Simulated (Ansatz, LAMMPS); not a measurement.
# Elastic response of glassy 73GeO2-27Al2O3 (mol %) (117 atoms): runs compared

Aim: relax glassy 73GeO2-27Al2O3 (mol %) (117 atoms), then change its volume and shape to read moduli from the stress.

Computed with Ansatz 0.2.0: Kohn-Sham DFT, RPBE, PAW (set soft_2), plane waves.

## 1. The cell as built

The cell holds 117 atoms: 24 Ge, 18 Al and 75 O. Cell: a = 11.776 Å, b = 11.776 Å, c = 11.776 Å, α = 90.0°, β = 90.0°, γ = 90.0°. 117 atoms (24 Ge, 18 Al, 75 O) placed at random at 3.46 g/cm³, melted at 4000 K for 10 ps at fixed volume with the Morse and Coulomb pair potential with partial charges (Pedone, Malavasi, Menziani, Cormack and Segre, J. Phys. Chem. B 110, 11780 (2006)). Quenched from 4000 K to 300 K at 10 K/ps and fixed volume, held 10 ps at zero pressure.

Limits known from the start: The quench rate of 10 K/ps far exceeds what a furnace or splat quench reaches, so expect more defects and frozen-in strain than in a real sample. The network of bonds at the start is that of the classical potential that made the cell, and needn't be the one that DFT or experiment would give. Only the Γ point is sampled.

## 2. The reference run

The reference is a single point at the end of the relaxation.

Every strained cell starts from the geometry of this run, and its atoms are relaxed with the cell held.

Its input, with most atom lines left out:

```yaml
crystal:
  lattice:
    - [11.92159, -0.18827, 0.1275]
    - [-0.18827, 11.97257, 0.07086]
    - [0.1275, 0.07086, 11.85144]
  atoms:
    - { symbol: Ge, position: [0.79987, 0.57778, 0.31197] }
    - { symbol: Ge, position: [0.29482, 0.95464, 0.99494] }
    - { symbol: Ge, position: [0.92375, 0.16128, 0.43237] }
    - { symbol: Ge, position: [0.40335, 0.50873, 0.35274] }
    - { symbol: Ge, position: [0.50581, 0.81027, 0.85821] }
    - { symbol: Ge, position: [0.34815, 0.02461, 0.65988] }
    - { symbol: Ge, position: [0.51224, 0.7518, 0.33517] }
    [... atom lines 8 to 117 left out ...]
kpoints:
  mp_grid: { grid: [1, 1, 1] }
hamiltonian:
  xc: rpbe
scf:
  occupations: { method: gaussian, width: 0.05 }
output:
  forces: true
  stress: true
  populations: true
  dos:
    method: { smearing: { sigma: 0.08 } }
    de: 0.1
    projected: { site_lists: { Al: [Al], Ge: [Ge], O: [O] } }
  eigenvalues: true
  write_density: true
  write_potential: true
  volumetric_format: npy
  elf: true
```

```
free energy per atom   : -1330.6292 eV/atom
r.m.s. force component : 0.00399 eV/Å
pressure               : 0.004669 GPa
```

Filled and empty levels are parted by 2.34 eV (at Γ alone); a semilocal functional tends to put such gaps too low. In a disordered cell it changes from sample to sample, and tail or defect levels can set it.

## 3. The runs

Each row is one run, on 4 threads of AMD EPYC 9R45, shared host. The free energy is the program's total, comparable only between runs with the same functional, potentials and atoms.

```
                                 run  atoms    outcome  ionic steps, all passes  free energy (eV)     time  host memory (GiB)
           Single point at the start    117  converged                        -       -155668.990    8.4 s                2.5
              Cell and atoms relaxed    117  converged                       18       -155683.615  2.6 min                2.6
Single point at the relaxed geometry    117  converged                        -       -155683.615     14 s                2.6
                         Volume -3 %    117  converged                        9       -155683.360     95 s                2.6
                         Volume +3 %    117  converged                        8       -155683.351     89 s                2.7
                         Volume -6 %    117  converged                       18       -155682.684    3 min                2.5
                         Volume +6 %    117  converged                        7       -155682.573     78 s                2.9
                        Volume -10 %    117  converged                       17       -155680.774  2.6 min                2.5
            Stretched by 1 % along x    117  converged                        3       -155683.556     31 s                2.7
           Compressed by 1 % along x    117  converged                        3       -155683.562     31 s                2.6
                Sheared by 2 % in xy    117  converged                        5       -155683.538     52 s                2.6
```

In some runs the program notes that the exchange-correlation potential is rough where the density is thin and the SCF threshold is loose for the stress.

## 4. Pressure against volume

Atoms are relaxed at each volume, in the scaled cell.

```
volume change (%)  volume (Å³/atom)  energy change (meV/atom)  pressure (GPa)  largest move on relaxing (Å)  bonds  gap (eV)
              -10            13.007                     24.28            5.78                          0.69    177                2.41
               -6            13.585                      7.96            3.28                          0.75    174                2.45
               -3            14.019                      2.18            1.72                          0.20    173                2.44
               +0            14.452                      0.00            0.00                             -    173                2.34
               +3            14.886                      2.25           -1.67                          0.20    173                2.20
               +6            15.319                      8.91           -3.32                          0.37    173                2.04
```

## 5. Uniaxial strain and shear

Stress (GPa, compression positive) less that of the relaxed cell, atoms relaxed:

```
                   strain      xx      yy      zz      xy  energy change (meV/atom)
 stretched by 1 % along x  -1.117  -0.456  -0.483   0.029                      0.50
compressed by 1 % along x   1.143   0.469   0.498  -0.021                      0.45
     sheared by 2 % in xy   0.043   0.024  -0.009  -0.653                      0.66
```

## 6. Findings

The bulk modulus, from the slope of pressure against ln V over the three points nearest the relaxed volume, is 56.5 GPa; between neighbouring points the slope runs 57, 50, 56, 57 and 57 GPa from the smallest volume up, without a steady fall, so no pressure derivative is given. The count of bonds runs from 173 to 177 over the series, so at some points contacts cross the cutoffs. At -10 % and -6 % some atom moved by over 0.5 Å on relaxing, so those points may sit in another local minimum. The gap goes from 2.41 eV at the smallest volume to 2.04 eV at the largest, -2.3 eV per unit of ln V by a straight line, not monotonically (lowest 2.04, highest 2.45 eV), on the run's k-points. In the Cartesian axes of the cell, finite differences give C11 = 113, C12 = 46.3, C13 = 49.0 and C66 = 32.7 GPa (the shear of 2 % is the engineering strain, εxy = 0.01). The mean of C11, C12 and C13, which equals the bulk modulus in a cubic or isotropic solid, is 69.4 GPa: it lies 23 % over the bulk modulus from the volumes. For an isotropic solid C66 would equal (C11 − C12)/2 = 33.4 GPa; so small a sample needn't be isotropic, and C66 rests on one shear. With the bulk modulus and C66 as K and G, Young's modulus would be about 82 GPa and Poisson's ratio 0.26.

Caveats: Strains are finite and relaxations stop at the force tolerance of the input, which can leave moduli too stiff; they are those of a static cell at zero temperature. Volumes are changed with the cell's shape held, so in an anisotropic solid the modulus lies over the one under free hydrostatic load. The program notes that the SCF threshold of the relaxations is loose for the stress.

The DFT runs together took 15 min of wall time.

[Logs are printed without paths, hosts, clocks, repeated set-up lines and the standing remarks that a program may print on its own settings, such as how far it seeks lower states.]

[Hosts, paths, dates, database ids (printed as entryN), source tags and the programs' standing remarks are cut or masked in the printed files.]
